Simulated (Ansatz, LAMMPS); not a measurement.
# Liquid Hg22Cd10S32 at 2200 K (64 atoms): support functions against a reference

Aim: test how closely localised support functions follow the reference on liquid Hg22Cd10S32 at 2200 K (64 atoms), and at what cost. A setting counts as converged where the r.m.s. difference of forces stays under 1 % of the r.m.s. force.

Program: Ansatz 0.2.0. Level of theory: Kohn-Sham DFT, PBE, PAW (set soft_2, large core), plane waves. Values are calculated unless marked as measured.

## 1. The starting structure

The cell holds 64 atoms: 22 Hg, 10 Cd and 32 S. Cell: a = 11.962 Å, b = 11.962 Å, c = 11.962 Å, α = 90.0°, β = 90.0°, γ = 90.0°. 64 atoms (22 Hg, 10 Cd, 32 S) placed at random at 6.37 g/cm³, melted at 2500 K for 10 ps at fixed volume with the Stillinger-Weber II-VI potential (Zhou et al., Phys. Rev. B 88, 085309 (2013)). Snapshot at the end of a hold of 5 ps at 2200 K and fixed volume.

Before any run, some limits are plain. The network of bonds at the start is that of the classical potential that made the cell, and needn't be the one that DFT or experiment would give. Sampling is at Γ alone, for a cell whose shortest periodic width is 12 Å. Spin–orbit coupling is left out, which matters for the levels of the heavy elements.

## 2. Making the structure

A classical potential makes the cell, at a small fraction of what the same run would cost in DFT.

This step: classical MD, Stillinger-Weber II-VI potential (Zhou et al., Phys. Rev. B 88, 085309 (2013)) (LAMMPS 22 Jul 2025 - Update 4).

Input file in.lmp:

```
# melt-quench of Hg22Cd10S32
units metal
atom_style atomic
boundary p p p
region box block 0 11.9621 0 11.9621 0 11.9621
create_box 3 box
mass 1 200.5920   # Hg
mass 2 112.4140   # Cd
mass 3 32.0600   # S
create_atoms 1 random 22 729983 NULL overlap 2.15 maxtry 2000
create_atoms 2 random 10 729990 NULL overlap 2.15 maxtry 2000
create_atoms 3 random 32 729997 NULL overlap 2.15 maxtry 2000
pair_style sw
pair_coeff * * CdTeZnSeHgS0.sw Hg Cd S
neigh_modify delay 0 every 1 check yes
thermo_style custom step time temp pe press density
thermo_modify norm yes
timestep 0.001
thermo 100
min_style cg
minimize 1e-4 1e-4 200 2000
reset_timestep 0
velocity all create 2500 729984 mom yes dist gaussian
fix lim all nve/limit 0.05
fix lan all langevin 2500 2500 0.1 729985 zero yes
thermo 500
run 1000 post no
unfix lim
unfix lan
thermo 1666
fix md all nvt temp 2500 2500 0.1
run 10000 post no
unfix md
thermo 1000
fix md all nvt temp 2500 2200 0.1
run 3000 post no
unfix md
compute msd all msd com yes
thermo 1250
fix md all nvt temp 2200 2200 0.1
run 5000 post no
print "== T2200: mean square displacement over the hold $(c_msd[4]:%.2f) A^2"
unfix md
uncompute msd
write_dump all custom T2200.dump id type xs ys zs modify sort id
```

Launch:

```bash
> lmp -in in.lmp -log none -nocite
```

The program printed:

```text
LAMMPS (22 Jul 2025 - Update 4)
Created orthogonal box = (0 0 0) to (11.9621 11.9621 11.9621)
Created 22 atoms
Created 10 atoms
Created 32 atoms
   Step          Time           Temp          PotEng         Press         Density
         0   0              0              1.3492359      555804.93      6.3669983
        91   0.091          0             -1.813709      -1230.9353      6.3669983
Loop time of 0.0168326 s on 1 MPI rank(s) for 91 steps with 64 atoms
Minimization stats:
  Stopping criterion = energy tolerance
  Energy initial, next-to-last, final =
      1.34923593615495  -1.81354668869614  -1.81370902146076
  Force two-norm initial, final = 129.86761 0.46323435
  Iterations, force evaluations = 91 146
   Step          Time           Temp          PotEng         Press         Density
         0   0              2500          -1.813709       11473.109      6.3669983
       500   0.5            2083.4369     -1.4901802      29275.779      6.3669983
[... 6 lines left out ...]
      4998   4.998          2297.1181     -1.5338804      22908.971      6.3669983
      6664   6.664          2300.1481     -1.550739       40842.734      6.3669983
      8330   8.33           2670.8885     -1.490724       42412.803      6.3669983
      9996   9.996          2373.3418     -1.5574765      35014.347      6.3669983
[... 1 line left out ...]
Loop time of 1.0971 s on 1 MPI rank(s) for 10000 steps with 64 atoms
   Step          Time           Temp          PotEng         Press         Density
[... 4 lines left out ...]
Loop time of 0.33035 s on 1 MPI rank(s) for 3000 steps with 64 atoms
   Step          Time           Temp          PotEng         Press         Density
[... 2 lines left out ...]
     16250   16.25          2046.1581     -1.5184318      30388.925      6.3669983
     17500   17.5           2110.976      -1.5721044      16986.029      6.3669983
     18750   18.75          2600.895      -1.5350236      52601.631      6.3669983
     19000   19             2119.1042     -1.5738209      18271.379      6.3669983
Loop time of 0.557407 s on 1 MPI rank(s) for 5000 steps with 64 atoms
== T2200: mean square displacement over the hold 30.59 A^2
```

Wall time 2.2 s (1 thread of Arm Neoverse V2, shared host); peak memory 0.07 GiB.

## 3. Plane-wave single point

The first run fixes the reference, at a cutoff of 420 eV.

Input file input.yaml:

```yaml
crystal:
  lattice:
    - [11.9621, 0.0, 0.0]
    - [0.0, 11.9621, 0.0]
    - [0.0, 0.0, 11.9621]
  atoms:
    - { symbol: Hg, position: [0.59497, 0.25044, 0.71246] }
    - { symbol: Hg, position: [0.24769, 0.19439, 0.02371] }
    - { symbol: Hg, position: [0.4455, 0.68921, 0.78925] }
    - { symbol: Hg, position: [0.23738, 0.44802, 0.20921] }
    - { symbol: Hg, position: [0.98316, 0.13913, 0.79983] }
    - { symbol: Hg, position: [0.72222, 0.71901, 0.99306] }
    - { symbol: Hg, position: [0.52351, 0.09624, 0.95538] }
    - { symbol: Hg, position: [0.29343, 0.96443, 0.4373] }
    - { symbol: Hg, position: [0.12048, 0.43021, 0.70463] }
    - { symbol: Hg, position: [0.13929, 0.95102, 0.85122] }
    - { symbol: Hg, position: [0.60512, 0.93613, 0.62832] }
    - { symbol: Hg, position: [0.90346, 0.68549, 0.38361] }
    - { symbol: Hg, position: [0.63916, 0.42982, 0.0337] }
    - { symbol: Hg, position: [0.3164, 0.6845, 0.01314] }
    - { symbol: Hg, position: [0.78939, 0.41816, 0.77365] }
    - { symbol: Hg, position: [0.34131, 0.39661, 0.91067] }
    - { symbol: Hg, position: [0.00282, 0.0406, 0.20964] }
    - { symbol: Hg, position: [0.99806, 0.31116, 0.43355] }
    - { symbol: Hg, position: [0.3065, 0.24916, 0.37598] }
    - { symbol: Hg, position: [0.53064, 0.45995, 0.27832] }
    - { symbol: Hg, position: [0.63415, 0.62746, 0.62674] }
    - { symbol: Hg, position: [0.00292, 0.73195, 0.86012] }
    - { symbol: Cd, position: [0.27036, 0.14675, 0.63241] }
    - { symbol: Cd, position: [0.11251, 0.659, 0.59368] }
    - { symbol: Cd, position: [0.59662, 0.11319, 0.33727] }
    - { symbol: Cd, position: [0.67838, 0.6196, 0.27287] }
    - { symbol: Cd, position: [0.07691, 0.41089, 0.02976] }
    - { symbol: Cd, position: [0.88079, 0.34179, 0.25285] }
    - { symbol: Cd, position: [0.02944, 0.75963, 0.08115] }
    - { symbol: Cd, position: [0.85577, 0.28421, 0.9881] }
    - { symbol: Cd, position: [0.38867, 0.69681, 0.40169] }
    - { symbol: Cd, position: [0.85929, 0.96161, 0.49956] }
    - { symbol: S, position: [0.7552, 0.09281, 0.6581] }
    - { symbol: S, position: [0.47473, 0.18213, 0.5173] }
    - { symbol: S, position: [0.07561, 0.60264, 0.2326] }
    - { symbol: S, position: [0.14542, 0.89139, 0.63022] }
    - { symbol: S, position: [0.52859, 0.72002, 0.13808] }
    - { symbol: S, position: [0.32903, 0.09383, 0.84526] }
    - { symbol: S, position: [0.95295, 0.30182, 0.69468] }
    - { symbol: S, position: [0.84915, 0.86343, 0.10396] }
    - { symbol: S, position: [0.42115, 0.49105, 0.10242] }
    - { symbol: S, position: [0.77813, 0.00816, 0.29625] }
    - { symbol: S, position: [0.26745, 0.77753, 0.25312] }
    - { symbol: S, position: [0.32896, 0.58607, 0.6259] }
    - { symbol: S, position: [0.71, 0.75071, 0.49245] }
    - { symbol: S, position: [0.06626, 0.86002, 0.39299] }
    - { symbol: S, position: [0.02831, 0.14478, 0.00689] }
    - { symbol: S, position: [0.7118, 0.16301, 0.06246] }
    - { symbol: S, position: [0.07958, 0.11634, 0.40907] }
    - { symbol: S, position: [0.37961, 0.85707, 0.68879] }
    - { symbol: S, position: [0.7736, 0.31126, 0.52652] }
    - { symbol: S, position: [0.48588, 0.95599, 0.2057] }
    - { symbol: S, position: [0.16123, 0.55883, 0.87639] }
    - { symbol: S, position: [0.2584, 0.91052, 0.03668] }
    - { symbol: S, position: [0.54485, 0.43491, 0.53961] }
    - { symbol: S, position: [0.84245, 0.50813, 0.1459] }
    - { symbol: S, position: [0.32872, 0.35652, 0.69951] }
    - { symbol: S, position: [0.65314, 0.3011, 0.3063] }
    - { symbol: S, position: [0.25388, 0.06469, 0.22181] }
    - { symbol: S, position: [0.47894, 0.88092, 0.45183] }
    - { symbol: S, position: [0.82384, 0.99362, 0.89249] }
    - { symbol: S, position: [0.45836, 0.22561, 0.11618] }
    - { symbol: S, position: [0.7791, 0.63222, 0.80031] }
    - { symbol: S, position: [0.60897, 0.84242, 0.86187] }
kpoints:
  mp_grid: { grid: [1, 1, 1] }
hamiltonian:
  xc: pbe
  pseudopotentials: { kind: paw, core: large }
scf:
  occupations: { method: fermi_dirac, width: 0.05 }
output:
  forces: true
  stress: true
  populations: true
  dos:
    method: { smearing: { sigma: 0.1 } }
    de: 0.1
    projected: { site_lists: { Cd: [Cd], Hg: [Hg], S: [S] } }
  eigenvalues: true
  write_density: true
  write_potential: true
  volumetric_format: npy
```

Launch:

```bash
> ansatz run input.yaml --threads 4 --pin off --max-ram 8192MiB --backend cpu --events-out ev --progress --plain --runs-dir out
```

The program printed:

```text
Engine: ansatz 0.2.0, aarch64-unknown-linux-gnu
Pseudopotentials: kind: paw
Pseudopotential: Hg, paw, valence charge 12, recommended cutoff 420 eV (normal), Hg.paw.azcp#standard-large-core
Pseudopotential: Cd, paw, valence charge 20, recommended cutoff 420 eV (normal), Cd.paw.azcp
Pseudopotential: S, paw, valence charge 6, recommended cutoff 420 eV (normal), S.paw.azcp
[... 5 lines on functional and potentials left out ...]
Crystal: 64 atoms, lattice volume = 1711.679 Å³
Basis set: ecut = 420 eV, 33371 PW (Γ), exchange–correlation on 160×160×160 points (8 copies of the dense FFT grid, shifted against one another)
Bands: 394, of which v1, the nominal top of the filled ones, is band 328 counted from 1 (327 counted from 0)
Symmetry: 1 space group operations
Space group: P1 (ITA 1), of the structure as read, at distance tolerance 1.2e-4 Å
k-points: 1
[... 7 lines on functional and potentials left out ...]
Initial density: superposition of atomic densities (chi_scale 0.1, normalization cell, long waves kept (reshape's long-wave potential 0.83 eV rms))
Initial wavefunctions: pseudopotential atomic-orbital guess
Functional: x = pbe(κ = 0.804, μ = 0.219515), c = pbe(β = 0.066725)
SCF iter   1: F=—  HF=-353604.223991 eV  |F-HF|=—  |Δ(HF+E_count)|=         —  Δρ=4.41e-2  dr2=2.20e2  ethr=3.10e-3  ⟨swp⟩=6.0  Hψ=1537  notcnv=0  defer=15
preconditioner: auto → LDOS  [metal: Δε(μ)=0.074 eV  Ē_g=8.913 eV  σ=0.050 eV  W_gap=0.35  n_scr=364 (ndim 8)  ℏωp=21.5 eV  f_vac=0.052  D(μ)=31.12/eV (n_scr^D=170)  β→1.0]
SCF iter   2: F=—  HF=-353598.074897 eV  |F-HF|=—  |Δ(HF+E_count)|=    6.15e0  Δρ=4.85e-2  dr2=1.16e2  ethr=3.10e-3  ⟨swp⟩=4.0  Hψ=845  notcnv=0  defer=35
SCF iter   3: F=—  HF=-353582.465701 eV  |F-HF|=—  |Δ(HF+E_count)|=    1.56e1  Δρ=8.14e-3  dr2=3.13e0  ethr=3.10e-3  ⟨swp⟩=3.0  Hψ=821  notcnv=0  defer=37
SCF iter   4: F=—  HF=-353582.144242 eV  |F-HF|=—  |Δ(HF+E_count)|=   3.21e-1  Δρ=2.95e-3  dr2=3.61e-1  ethr=4.76e-4  ⟨swp⟩=2.0  Hψ=474  notcnv=0  defer=37
SCF iter   5: F=—  HF=-353582.123322 eV  |F-HF|=—  |Δ(HF+E_count)|=   2.09e-2  Δρ=1.47e-3  dr2=6.50e-2  ethr=5.50e-5  ⟨swp⟩=2.0  Hψ=613  notcnv=0  defer=37
SCF iter   6: F=—  HF=-353582.115466 eV  |F-HF|=—  |Δ(HF+E_count)|=   7.86e-3  Δρ=5.30e-4  dr2=1.20e-2  ethr=9.91e-6  ⟨swp⟩=2.0  Hψ=675  notcnv=0  defer=37
SCF iter   7: F=—  HF=-353582.114494 eV  |F-HF|=—  |Δ(HF+E_count)|=   9.72e-4  Δρ=2.28e-4  dr2=2.19e-3  ethr=1.83e-6  ⟨swp⟩=2.0  Hψ=614  notcnv=0  defer=37
SCF iter   8: F=—  HF=-353582.114233 eV  |F-HF|=—  |Δ(HF+E_count)|=   2.61e-4  Δρ=9.60e-5  dr2=3.71e-4  ethr=3.34e-7  ⟨swp⟩=2.0  Hψ=613  notcnv=0  defer=37
SCF iter   9: F=—  HF=-353582.114382 eV  |F-HF|=—  |Δ(HF+E_count)|=   1.49e-4  Δρ=4.27e-5  dr2=7.13e-5  ethr=5.66e-8  ⟨swp⟩=2.0  Hψ=613  notcnv=0  defer=37
SCF iter  10: F=—  HF=-353582.113971 eV  |F-HF|=—  |Δ(HF+E_count)|=   4.11e-4  Δρ=2.02e-5  dr2=1.57e-5  ethr=1.09e-8  ⟨swp⟩=2.0  Hψ=649  notcnv=0  defer=37
SCF iter  11: F=—  HF=-353582.113970 eV  |F-HF|=—  |Δ(HF+E_count)|=   1.38e-6  Δρ=9.99e-6  dr2=4.03e-6  ethr=2.40e-9  ⟨swp⟩=2.0  Hψ=612  notcnv=0  defer=37
SCF iter  12: F=—  HF=-353582.113969 eV  |F-HF|=—  |Δ(HF+E_count)|=   3.92e-7  Δρ=4.39e-6  dr2=6.79e-7  ethr=6.14e-10  ⟨swp⟩=2.0  Hψ=663  notcnv=0  defer=37
SCF iter  13: F=—  HF=-353582.113969 eV  |F-HF|=—  |Δ(HF+E_count)|=   7.95e-8  Δρ=1.98e-6  dr2=1.46e-7  ethr=1.04e-10  ⟨swp⟩=2.0  Hψ=684  notcnv=0  defer=37
SCF iter  14: F=-353582.113969 eV  HF=-353582.113969 eV  |F-HF|=1.85e-8  |Δ(HF+E_count)|=   9.43e-9  Δρ=8.18e-7  dr2=2.33e-8  ethr=1.52e-11  ⟨swp⟩=15.0  Hψ=2993  notcnv=0
SCF 1 converged in 14 iterations: F = -353582.113969 eV  dr2 = 2.33e-8
  greatest PAW one-centre occupation: 1.000 electrons in one spin orbital (limit 2), on the Cd atom at site 29 (counted from 0), in its partial waves of l = 0
SCF converged after 14 iterations
Free energy (F): -353582.113969 eV
Harris-Foulkes:  -353582.113969 eV  (|F-HF|=1.85e-8)
Internal energy: -353581.773502 eV  (E = F + TS)
E sigma→0 (E₀):  -353581.943735 eV
Entropy (-TS):   -0.340467 eV (-5.320 meV/atom)
Fermi energy:    6.336816 eV
--- Per-component energies (eV) ---
  E_band       = -5194.872305
  E_kinetic    = 16081.977042
  E_local      = -68053.306068  (includes V_loc(G=0)·N_el)
  E_nonlocal   = 6304.414281
  E_hartree    = 28869.524192
  E_xc         = -11278.501137
  E_vxc        = -8089.101894  (∫ρ·V_xc dr)
  E_paw        = -276596.393057  (= ΣΔE_a)
  E_vpaw       = -9177.887652  (= ΣTr[D̂ρ^β])
  E_aug_tail   = -0.006380  (compensation charges beyond the density's cutoff)
  E_ewald      = -48909.482374
  E_smearing   = -0.340467  (= −TS)
  E_closure    = 0.000000  (closes the sum)
  Σ components = -353582.113969   (vs F -353582.113969, Δ=0.00e0)
--- Forces (eV/Å), atoms counted from 1 ---
  atom   1  Hg    -0.05260830     0.54518740    -0.12694006
  atom   2  Hg     0.18025125     0.04755761     0.66989819
  atom   3  Hg     0.26785035     0.10706305     0.34912627
  atom   4  Hg    -0.27018226    -0.47487738     0.88885805
  atom   5  Hg    -0.34402466    -1.41214017     0.21117645
  atom   6  Hg    -0.26268105     0.22129222     0.37937138
  atom   7  Hg     0.27625141    -0.15661504    -0.06018422
  atom   8  Hg    -0.93000593     0.36515643    -0.29685374
  atom   9  Hg     0.14324358     0.08469542    -0.14615942
  atom  10  Hg     0.40478172    -0.41431115    -0.09651043
  atom  11  Hg    -0.19108478     0.12730011     0.48681726
  atom  12  Hg     0.43417070     0.35467510     0.08007817
  atom  13  Hg     0.27164678    -0.09428707    -0.45081558
  atom  14  Hg     0.20935744     0.80421636     0.10199172
[...]
atom  63  S      0.26445136    -0.63159142    -0.13990141
  atom  64  S     -0.70533439     0.50727485    -0.58630881
  max |Σ_I F_I| component: 4.24e-5 eV/Å
--- Stress (GPa, compression-positive) ---
       -2.214245      -0.412333      -0.623188
       -0.412333      -1.027778      -0.450944
       -0.623189      -0.450944      -2.438559
  P = ⅓ Tr σ = -1.8935 GPa (-18.935 kbar)
--- Band table (eV) ---
  k-point 0: bands = ["-96.2482", "-96.2269", "-96.2019", "-96.1786", [... 378 levels ...], "11.0050", "11.1120", "11.1942", "11.2482", "11.2688", "11.4353", "11.4528", "11.5157", "11.5631", "11.6298", "11.7284", "11.7447"]
--- Löwdin populations: 64 sites ---
  site symbol       q [e]
     0     Hg     11.4056
     1     Hg     11.0861
     2     Hg     11.1359
[...]
63      S      6.6590
  spilling = 0.009615 (of n_electrons = 656.000000)
```

Run time: 26 s. Hardware: 4 threads of Arm Neoverse V2, shared host; peak memory 2.1 GiB; 1.7 min of CPU time.

The column dr2 measures how far the density is from self-consistency, as an energy; F and HF (Harris–Foulkes) agree once it is small.

The program notes that potentials were chosen by core size.

Numbers from this run:

```yaml
free_energy: -353582.1140 eV
free_energy_per_atom: -5524.7205 eV/atom
scf_cycles: 14
pressure: -1.894 GPa
r_m_s_force_component: 0.5362 eV/Å
longest_force: 2.024 eV/Å
fermi_energy: 6.337 eV
levels_partly_filled_by_over_2_per_cent: 8
spilling_of_the_projection: 0.009615
```

The r.m.s. force component of 0.54 eV/Å and the pressure of -1.9 GPa set the scale for the differences below.

## 4. Support functions low

The cell is solved in localised support functions.

This step: Kohn-Sham DFT, PBE, PAW (set soft_2, large core), localised support functions (low) (Ansatz 0.2.0).

input.yaml, the sections that differ from step 3:

```yaml
scf:
  occupations: { method: fermi_dirac, width: 0.05 }
  eigensolver: { kind: { support_functions: { accuracy: low } } }
  max_iter: 150
output:
  forces: true
  eigenvalues: true
# crystal, kpoints, hamiltonian: as in step 3
```

The program printed:

```text
Warning: scf.eigensolver.kind.support_functions: disabling space-group detection — the functions' gradient is summed over unrotated k-points, so no spatial operation reduces the k-mesh or symmetrises the density; time reversal is kept, so that k and −k are solved as one point where they differ and the mesh holds both, and exact exchange and, on two spinor components, a DFT+U term hold to it where the run has them: [...]
settings of this run that can trade accuracy for cost: scf.eigensolver.kind.support_functions; scf.eigensolver.kind.support_functions.accuracy: low [...]
[...]
Crystal: 64 atoms, lattice volume = 1711.679 Å³
Basis set: ecut = 420 eV, 33371 PW (Γ), exchange–correlation on 160×160×160 points (8 copies of the dense FFT grid, shifted against one another)
Bands: 394, of which v1, the nominal top of the filled ones, is band 328 counted from 1 (327 counted from 0)
Symmetry: 1 space group operations
k-points: 1
[...]
SCF iter   1: F=—  HF=-353548.577889 eV  |F-HF|=—  |Δ(HF+E_count)|=         —  Δρ=4.93e-2  dr2=1.73e2  ethr=1.00e-1
[...]
SCF iter  18: F=—  HF=-353582.157052 eV  |F-HF|=—  |Δ(HF+E_count)|=   1.77e-3  Δρ=1.40e-5  dr2=1.85e-5  ethr=4.89e-9  κ⁻¹=2.1e-3(r=7)
SCF iter  19: F=-353582.158619 eV  HF=-353582.158620 eV  |F-HF|=1.19e-6  |Δ(HF+E_count)|=   1.57e-3  Δρ=7.85e-6  dr2=4.67e-6  ethr=2.82e-9
SCF 1 converged in 19 iterations: F = -353582.198499 eV  dr2 = 4.67e-6
[...]
SCF converged after 19 iterations
Stability not checked: this state was not tested for a lower state beside it, because the mixer in use, unlike msr1, does not test its closes by its own steps (another_mixer; see scf.mixing.algorithm and scf.lower_state_search)
Free energy (F): -353582.198499 eV
[...]
Internal energy: -353581.859133 eV  (E = F + TS)
E sigma→0 (E₀):  -353582.028816 eV
Entropy (-TS):   -0.339366 eV (-5.303 meV/atom)
Fermi energy:    6.337291 eV
[...]
Σ components = -353582.198499   (vs F -353582.198499, Δ=0.00e0)
--- Forces (eV/Å), atoms counted from 1 ---
  atom   1  Hg    -0.05192026     0.54512749    -0.12722513
  atom   2  Hg     0.18060501     0.04777542     0.66926122
  atom   3  Hg     0.26655411     0.10784224     0.34879873
  atom   4  Hg    -0.26945970    -0.47462931     0.88759708
[...]
atom  64  S     -0.70484749     0.50610129    -0.58564074
  max |Σ_I F_I| component: 4.38e-3 eV/Å
--- Band table (eV) ---
[...]
```

It took 2.3 min on 4 threads; peak memory 3.7 GiB.

The program notes that the band table was not solved further than the SCF left it and it switched symmetry off.

Keys that differ from the reference: support_functions.accuracy = "low" and scf.max_iter = 150.

Forces differ from the reference by 0.61 meV/Å r.m.s., 0.11 % of their size, well within a tolerance of 1 %; the energy by -1.3 meV/atom. It took roughly 5.2 times the reference's time (one timing each, with unlike analyses asked), in 19 cycles against 14.

(Part 1 of 2 ends here.)

[Long decimals in the printed logs are rounded to 6 places.]

[Logs are printed without paths, hosts, clocks, repeated set-up lines and the standing remarks that a program may print on its own settings, such as how far it seeks lower states.]

[Hosts, paths, dates, database ids (printed as entryN), source tags and the programs' standing remarks are cut or masked in the printed files.]
